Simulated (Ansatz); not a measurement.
# MgO (Fm-3m):Cd_Mg, thermodynamic levels from a 54-atom cell

Charge states of Cd_Mg in MgO (Fm-3m), set against the band edges. Model: a cell of 54 host atoms with 1 Mg taken out and 1 Cd put in.

Calculated with Ansatz 0.2.0; place-levels on r2SCAN runs: charge-transition levels and formation energies with image-charge correction and potential alignment at the atomic sites; PAW set soft_1.

**What experiment says.**

For MgO, rocksalt (bulk crystal), “Electronic structure of alkaline earth and post-transition metal oxides” (2009, arxiv:0908.1581) quotes earlier work: band gap (literature experimental gap) 7.83 eV [Literature value based on experiment; other listed experimental values range from 7.7 to …].

## (1) Starting point

The cell holds 54 atoms: 26 Mg, 27 O and 1 Cd. Its edges and angles: a = 8.925 Å, b = 8.925 Å, c = 8.925 Å, α = 60.0°, β = 60.0°, γ = 60.0°. It derives from MgO (space group Fm-3m). Nearest the centre at fractional (0.667, 0.667, 0.333): Cd51 at 0.00 Å, O28 at 2.10 Å, O44 at 2.10 Å, O32 at 2.10 Å, O34 at 2.10 Å, O46 at 2.10 Å, O50 at 2.10 Å, Mg9 at 2.98 Å.

Known beforehand: the electronic dielectric constant, 3.24, and the static one, 10.37, from a response run on this crystal (DFPT, PBEsol) at that run's own cell.

The cell's shortest repeat is 8.9 Å.

## (2) The runs of each charge state

A transition level is the Fermi level at which two charge states cost the same, so each charge needs its own total energy, at its own relaxed structure.

Each atom starts 0.05 Å or so off its site in a random direction: a symmetric start keeps its symmetry, and would miss off-centre moves and Jahn–Teller distortions. Forces are taken at one point at (¼, ¼, ¼). The cell holds 1 electron more than the neutral one, with a uniform background that keeps it neutral on the whole. The electron count is odd, so at least one spin is unpaired; this run locks the moment at 1 μB.

The sampling was tested on the host first: at the k-points planned (1x1x1 shifted 0.25 0.25 0.25) its energy lies 0.020 eV an atom from the dense-mesh value, under the bound of 0.02 eV set for this test; that bounds the host's error, not the defect's.

One state's input; the others differ in charge, spin, start and seed, and in occupations where the table says so.

Contents of qm1_M1.relax/input.yaml:

```yaml
crystal:
  lattice:
    - [0.0, 6.31124291, 6.31124291]
    - [6.31124291, 0.0, 6.31124291]
    - [6.31124291, 6.31124291, 0.0]
  atoms:
    - { symbol: Mg, position: [0.0, 0.0, 0.0] }
    - { symbol: O, position: [0.16666667, 0.16666667, 0.16666667] }
[... 6 atom lines left out ...]
    - { symbol: Mg, position: [0.0, 0.33333333, 0.33333333] }
[... 3 atom lines left out ...]
    - { symbol: Mg, position: [0.0, 0.66666667, 0.0] }
[... 1 atom line left out ...]
    - { symbol: Mg, position: [0.0, 0.66666667, 0.33333333] }
[... 5 atom lines left out ...]
    - { symbol: Mg, position: [0.33333333, 0.0, 0.33333333] }
[... 6 atom lines left out ...]
    - { symbol: O, position: [0.5, 0.5, 0.5] }
[... 1 atom line left out ...]
    - { symbol: O, position: [0.5, 0.5, 0.83333333] }
[... 1 atom line left out ...]
    - { symbol: O, position: [0.5, 0.83333333, 0.16666667] }
    - { symbol: Mg, position: [0.33333333, 0.66666667, 0.33333333] }
    - { symbol: O, position: [0.5, 0.83333333, 0.5] }
    - { symbol: Mg, position: [0.33333333, 0.66666667, 0.66666667] }
[... 1 atom line left out ...]
    - { symbol: Mg, position: [0.66666667, 0.0, 0.0] }
[... 1 atom line left out ...]
    - { symbol: Mg, position: [0.66666667, 0.0, 0.33333333] }
[... 4 atom lines left out ...]
    - { symbol: O, position: [0.83333333, 0.5, 0.16666667] }
    - { symbol: Mg, position: [0.66666667, 0.33333333, 0.33333333] }
    - { symbol: O, position: [0.83333333, 0.5, 0.5] }
    - { symbol: Mg, position: [0.66666667, 0.33333333, 0.66666667] }
[... 1 atom line left out ...]
    - { symbol: Mg, position: [0.66666667, 0.66666667, 0.0] }
    - { symbol: O, position: [0.83333333, 0.83333333, 0.16666667] }
    - { symbol: Cd, position: [0.66666667, 0.66666667, 0.33333333] }
[... 1 atom line left out ...]
    - { symbol: Mg, position: [0.66666667, 0.66666667, 0.66666667] }
    - { symbol: O, position: [0.83333333, 0.83333333, 0.83333333] }
  host:
    repeats: [3, 3, 3]
    atoms:
      - { symbol: Mg, position: [0.0, 0.0, 0.0] }
      - { symbol: O, position: [0.5, 0.5, 0.5] }
total_charge: -1
basis:
  ecutwfc: 500
  xc_grid: 2
hamiltonian:
  xc: r2scan
  pseudopotentials: { kind: paw, azcp: { folder: soft_1 } }
kpoints:
  mp_grid: { grid: [1, 1, 1], shift: [0.25, 0.25, 0.25] }
magnetization:
  spin_polarized: true
  initial_magnetization: 1
  spin_locking: { lock_magnetization: hard }
scf:
  occupations: { method: fixed }
  max_iter: 60
output:
  forces: true
  charged_corrections:
    epsilon: 3.24
    static_epsilon: 10.37
    defect_position: [0.666667, 0.666667, 0.333333]
relax:
  f_tol: 0.02
  max_steps: 80
  random_displacement: { amplitude: 0.05, seed: 9991 }
checkpoint:
  write: "../qm1_M1.relax.run"
  compress: false
  write_wavefunctions: true
  write_every: 100000
```

Started as:

```bash
$ ansatz run input.yaml --threads 4 --pin off --max-ram 7536MiB --backend cpu --events-out ev --progress --plain --runs-dir out
```

Defect states can disperse in a cell of this size, so the energy is taken again at a 2×2×2 shifted mesh, on the relaxed structure.

The run of this state that the levels use, under r2SCAN:

Contents of qm1_M1.point/input.yaml:

```yaml
crystal:
  checkpoint: "../qm1_M1.relax.run"
  host: checkpoint
total_charge: -1
basis:
  ecutwfc: 500
  xc_grid: 2
hamiltonian:
  xc: r2scan
  pseudopotentials: { kind: paw, azcp: { folder: soft_1 } }
kpoints:
  mp_grid: { grid: [2, 2, 2], shift: [0.5, 0.5, 0.5] }
magnetization:
  spin_polarized: true
  initial_magnetization: 1
  spin_locking: { lock_magnetization: hard }
scf:
  occupations: { method: fermi_dirac, width: 0.01 }
  max_iter: 60
output:
  forces: true
  eigenvalues: true
  charged_corrections:
    epsilon: 3.24
    static_epsilon: 10.37
    defect_position: [0.666667, 0.666667, 0.333333]
  eigenstates: { localisation: true }
  populations: true
  efg: {}
  band_densities: [{ bands: [v1, v1] }, { bands: [c1, c1] }]
  write_density: true
  write_potential: true
  volumetric_format: npy
checkpoint:
  read: "../qm1_M1.relax.run"
  write: "../qm1_M1.point.run"
  compress: false
  write_wavefunctions: false
  write_every: 100000
```

Relaxations under r2SCAN at one point at (¼, ¼, ¼); times on 4 threads of Arm Neoverse V2, shared host:

| charge | moment (μB) | occupations | outcome | steps | largest displacement against the far atoms (Å) | time |
| --- | --- | --- | --- | --- | --- | --- |
| −1 | 1 | fixed | converged | 5 | 0.16 | 2 min |
| 0 | 0 | fixed | converged | 7 | 0.12 | 63 s |
| +1 | 1 | fixed | converged | 5 | 0.11 | 2.8 min |

Single points under r2SCAN at a 2×2×2 shifted mesh; times on 4 threads of Arm Neoverse V2, shared host:

| charge | moment (μB) | occupations | outcome | time |
| --- | --- | --- | --- | --- |
| −1 | 1 | fermi-dirac | converged | 2.5 min |
| 0 | 0 | fermi-dirac | converged | 50 s |
| +1 | 1 | fermi-dirac | converged | 2.4 min |

Distances (Å) from Cd51 to the nearest atoms after relaxation with r2SCAN:

| charge | moment (μB) | 1. | 2. | 3. | 4. | 5. | 6. |
| --- | --- | --- | --- | --- | --- | --- | --- |
| −1 | 1 | O 2.26 | O 2.26 | O 2.26 | O 2.26 | O 2.26 | O 2.26 |
| 0 | 0 | O 2.22 | O 2.22 | O 2.22 | O 2.22 | O 2.22 | O 2.22 |
| +1 | 1 | O 2.15 | O 2.15 | O 2.19 | O 2.19 | O 2.22 | O 2.22 |

## (3) Placing the levels, r2SCAN

A charged cell interacts with its images and the background, and its potential has another zero than the host's. place-levels removes the first by a point-charge model, screened by the static dielectric constant since the ions have relaxed around the charge, and the second by comparing potentials at atoms far from the defect.

The host is a run of the defect-free crystal in the same cutoffs, grids and k-points, so that basis and sampling errors cancel in part in the differences. The host is run in a cell of 2 atoms on a matching mesh. Its band edges are searched through the zone by a band path, so the gap is smaller than, or equal to, that on the mesh. Chemical potentials are energies per atom of Mg (hcp) and Cd (hcp), run with the same functional and cutoff.

Contents of levels.point.yaml:

```yaml
host:
  run: host.point.run
states: [qm1_M1.point.run, q0.point.run, qp1_M1.point.run]
geometry_from:
  qm1_M1.point.run: qm1_M1.relax.run
  q0.point.run: q0.relax.run
  qp1_M1.point.run: qp1_M1.relax.run
chemical_potentials:
  Mg:
    energy: -1926.407918
    dataset: "<sha256 of the dataset>"
  Cd:
    energy: -8268.253598
    dataset: "<sha256 of the dataset>"
epsilon: 3.24
static_epsilon: 10.37
vertical:
  - { from: qm1_M1.point.run, to: qm1_M1.point_neutral.run }
  - { from: qp1_M1.point.run, to: qp1_M1.point_neutral.run }
```

Started as:

```bash
$ ansatz place-levels levels.point.yaml -- --threads 4 --pin off --max-ram 7536MiB
```

Numbers of over 12 decimals in the logs are rounded to 6 here.

Log:

```text
[... repeated set-up lines and file paths are left out, and long positions are rounded to six places ...]
(+1/0) 0.008 eV beneath the valence edge, in the valence band
(0/-1) 5.749 eV above the valence edge (+6.367 eV without the band-filling correction), in the conduction band
formation energy of charge +1: +4.421 eV with the Fermi level at the valence edge
formation energy of charge 0: +4.413 eV with the Fermi level at the valence edge
formation energy of charge -1: +10.162 eV with the Fermi level at the valence edge
vertical -1 to 0: no energy, since no alignment is typed
  the change from vertical[0].from (qm1_M1.point.run) to vertical[0].to (qm1_M1.point_neutral.run): by its potential at epsilon 3.24 it stands at 0.666 0.667 0.333, with an rms radius of about 2.5 Å (1.4 1.4 1.4 Å across the planes of the cell's vectors); [...]
vertical +1 to 0: no energy, since no alignment is typed
  the change from vertical[1].from (qp1_M1.point.run) to vertical[1].to (qp1_M1.point_neutral.run): by its potential at epsilon 3.24 it stands at 0.667 0.666 0.334, with an rms radius of about 2.7 Å (1.6 1.5 1.5 Å across the planes of the cell's vectors); [...]
  edges by r2scan, gap 5.678 eV; the host is sampled to repeats of 17.85 Å
  the defect's cells are sampled to repeats of 17.85 Å, like sampling
  charge +1: -73799.8184 eV with its correction of +0.618 eV, at epsilon 10.37, aligned at sites: +0.3659 eV, mean over 21 atomic sites at or beyond 4.46 Å from the defect at [0.6667, 0.6667, 0.3333], with -0.000000 for the charge's moments and without [...]
  states[2] (qp1_M1.point.run): levels filled in part (TS 0.003 eV): its energy is of no whole electron's
  charge 0: +0.000 eV for its dipole among its images, +0.000 omitted
  charge -1: -73778.0910 eV with its correction of -0.163 eV, at epsilon 10.37, aligned at sites: +0.4153 eV, mean over 21 atomic sites at or beyond 4.46 Å from the defect at [0.6667, 0.6667, 0.3333], with -0.000000 for the charge's moments and without [...]
  of states[2] (qp1_M1.point.run): it parts from the run at its places by a charge that spreads by about 1.6 Å along one vector (1.3 Å or more is wide), by its potential at epsilon 3.24, taken for that of held ions (one typed too small widens it), where the [...]
  of states[1] (q0.point.run): its alignment with the host at atomic sites is doubtful: the cell is too small to show whether the defect's potential has decayed: take a larger one
  of states[0] (qm1_M1.point.run): it parts from the run at its places by a charge that spreads by about 1.4 Å along one vector (1.3 Å or more is wide), by its potential at epsilon 3.24, taken for that of held ions (one typed too small widens it), where the [...]
  of vertical[0].from (qm1_M1.point.run): its moments are held at its close (magnetization.spin_locking), by a field of 0.197 eV a Bohr magneton, and its energy and levels are of the state that this holds: a run that lets them go can end lower; [...]
  vertical[1].from (qp1_M1.point.run): levels filled in part (TS 0.003 eV): its energy is of no whole electron's
  of vertical[1].from (qp1_M1.point.run): stability_check_not_made; [...]
```

Elapsed: 0.27 s, on 4 threads of Arm Neoverse V2, shared host.

Levels between the charges placed, in eV above the valence top:

|  | gap (eV) | (+1/0) | (0/−1) |
| --- | --- | --- | --- |
| r2SCAN | 5.68 | -0.01 | 5.75 |

Corrections by state:

| charge | moment (μB) | image terms and alignment (eV) | band filling (eV) | ε used | over the lowest of its charge, as the program ranks them, band filling apart (eV) |
| --- | --- | --- | --- | --- | --- |
| +1 | 1.0 | 0.618 | - | 10.37 | 0.000 |
| 0 | 0.0 | 0.000 | - | - | 0.000 |
| −1 | 1.0 | -0.163 | -0.617 | 10.37 | 0.000 |

The charged structures listed were also run neutral, and place-levels reads from each pair, by the potential or the spins, how wide the charge is by which they differ; that can be the carrier of either run.

| charge | rms radius (Å) | spread where it is widest against the cell (Å) | wide from (Å) | reading |
| --- | --- | --- | --- | --- |
| +1 | 2.7 | 1.56 | 1.26 | wide |
| −1 | 2.5 | 1.42 | 1.26 | wide |

The neutral runs of these pairs need not share the spin of the lowest neutral state, and very wide values only mean spread over the cell.

From the program's caveats on the states, each cut to its opening words:

- charge +1 (1 μB): it parts from the run at its places by a charge that spreads by about 1.6 Å along one vector (1.3 Å or more is wide), by its potential at epsilon 3.24, taken [...]
- charge +1 (1 μB), 0, −1 (1 μB): its alignment with the host at atomic sites is doubtful: the cell is too small to show whether the defect's potential has decayed: take a larger one
- charge +1 (1 μB): the host's ions (past the first shell or, of a walk that freed a part, those that it held) aren't shown at rest: they stand up to 0.044 Å off their sites, 0.97 [...]
- charge +1 (1 μB), −1 (1 μB): flagged: stability check not made
- charge −1 (1 μB): it parts from the run at its places by a charge that spreads by about 1.4 Å along one vector (1.3 Å or more is wide), by its potential at epsilon 3.24, taken [...]
- charge −1 (1 μB): a band-filling correction moves a carrier to the host's band edge, which changes its energy by -0.617 eV
- charge −1 (1 μB): the host's ions (past the first shell or, of a walk that freed a part, those that it held) aren't shown at rest: they stand up to 0.024 Å off their sites, 0.34 [...]
- charge −1 (1 μB): its moments are held at its close (magnetization.spin_locking), by a field of 0.197 eV a Bohr magneton, and its energy and levels are of the state that this [...]

The host's formation energy from the elements is -2.963 eV per atom; it sets how far the chemical potentials can move.

Formation energies (eV), Mg-rich (Δμ(Mg) = 0.00 eV, Δμ(O) = -5.93 eV, Δμ(Cd) = 0.00 eV):

| charge | Fermi level at the valence top | at the conduction bottom |
| --- | --- | --- |
| +1 | 4.42 | 10.10 |
| 0 | 4.41 | 4.41 |
| −1 | 10.16 | 4.48 |

Formation energies (eV), O-rich (Δμ(O) = 0.00 eV, Δμ(Mg) = -5.93 eV, Δμ(Cd) = 0.00 eV):

| charge | Fermi level at the valence top | at the conduction bottom |
| --- | --- | --- |
| +1 | -1.50 | 4.17 |
| 0 | -1.51 | -1.51 |
| −1 | 4.24 | -1.44 |

## (4) The same at the relaxations' own k-points

The relaxations' own energies give the levels at their sampling, for comparison.

Contents of levels.relax_mesh.yaml:

```yaml
host:
  run: host.relax.run
states: [qm1_M1.relax.run, q0.relax.run, qp1_M1.relax.run]
chemical_potentials:
  Mg:
    energy: -1926.407918
    dataset: "<sha256 of the dataset>"
  Cd:
    energy: -8268.253598
    dataset: "<sha256 of the dataset>"
```

Started as:

```bash
$ ansatz place-levels levels.relax_mesh.yaml -- --threads 4 --pin off --max-ram 7536MiB
```

Log:

```text
(+1/0) 0.005 eV above the valence edge, 5.654 eV under the conduction edge
[...]
formation energy of charge +1: +4.410 eV with the Fermi level at the valence edge
formation energy of charge 0: +4.416 eV with the Fermi level at the valence edge
formation energy of charge -1: +10.205 eV with the Fermi level at the valence edge
  edges by r2scan, gap 5.659 eV; the host is sampled to repeats of 8.93 Å
[... the lines on each state left out ...]
```

The job ended after 0.09 s (4 threads).

Levels between neighbouring charges, in eV above the valence top:

|  | gap (eV) | (+1/0) | (0/−1) |
| --- | --- | --- | --- |
| one point at (¼, ¼, ¼) | 5.66 | 0.01 | 5.79 |
| a 2×2×2 shifted mesh | 5.68 | -0.01 | 5.75 |

Going from one point at (¼, ¼, ¼) to a 2×2×2 shifted mesh moves the levels that carry no band-filling term by up to 0.01 eV and formation energies against the elements by up to 0.04 eV; band-filling terms, which differ between samplings, are in these energies.

## (5) Summary of results

- gap of the host: 5.68 eV (r2SCAN)
- level (plus 1/0): 0.01 eV below the valence top
- level (0/minus 1): 5.75 eV above the valence top, past the conduction bottom (6.37 eV above the valence top without the band-filling term)
- lowest of the charges placed, just above the valence top (0.02 eV): 0
- lowest of the charges placed, just below the conduction bottom (0.02 eV): 0
- lowest formation energy at mid-gap of the charges run, Mg-rich: 4.41 eV
- lowest formation energy at mid-gap of the charges run, O-rich: -1.51 eV

**Reading.** Of the charges placed (−1, 0 and +1), 0 is the lowest from 0.02 eV above the valence top to 0.02 eV below the conduction bottom, a gap of 5.68 eV. (+1/0) lies 0.01 eV from a band edge, less than the doubt on such levels. States placed: +1 at 1 μB; 0 at 0 μB; −1 at 1 μB. Other spin states or structures, where not listed, weren't placed. The program finds carriers beyond a band edge of the host and adds a band-filling term at charge −1 (-0.62 eV); steps to such a charge show no bound level, and a defect level inside a band would be read the same way. Cd is taken at its element; compounds, which aren't counted here, bound the chemical potentials and would shift these formation energies. The lowest formation energy (O-rich) is negative across the gap, so the defect would form by itself: these chemical potentials lie beyond what competing compounds allow, or the host is unstable against it. Going from one point at (¼, ¼, ¼) to a 2×2×2 shifted mesh moves the levels that carry no band-filling term by up to 0.01 eV and formation energies against the elements by up to 0.04 eV; band-filling terms, which differ between samplings, are in these energies. The program doubts the alignment of potentials for at least one state, a sign that the cell is small. Keep in mind: the images are only 8.9 Å apart; r2SCAN makes the gap too small and tends to spread out bound carriers; where a gas molecule sets a chemical potential or the host's formation energy, its binding is uncorrected; spin–orbit coupling, which can matter with heavy atoms, is left out; force components of up to 0.46 eV/Å remain in a run at the final settings.

Computed beside measured:

```
                             quantity  measured           r2SCAN
band gap (least gap of the host) (eV)      7.83  5.68 (-2.15 eV)
```

Measured values from arxiv:0908.1581 (2009).

How well it matches: The band gap is off by -2.15 eV: a clear miss. Local and semilocal functionals usually give gaps below the measured ones. Zero-point and thermal motion shift the measured gap.

[Logs are printed without paths, hosts, clocks, repeated set-up lines and the standing remarks that a program may print on its own settings, such as how far it seeks lower states.]

[Hosts, paths, dates, database ids (printed as entryN), source tags and the programs' standing remarks are cut or masked in the printed files.]

[Where a table of states has a column of steps, it counts the stored structures, which are thinned; the runs took as many ionic steps or more.]

[A defect's name tells the site on which it was built; relaxed atoms can leave that site.]

[For some hosts the program warned that the k-mesh of the response run may be too coarse for force constants and the static dielectric constant; such warnings are not shown here.]
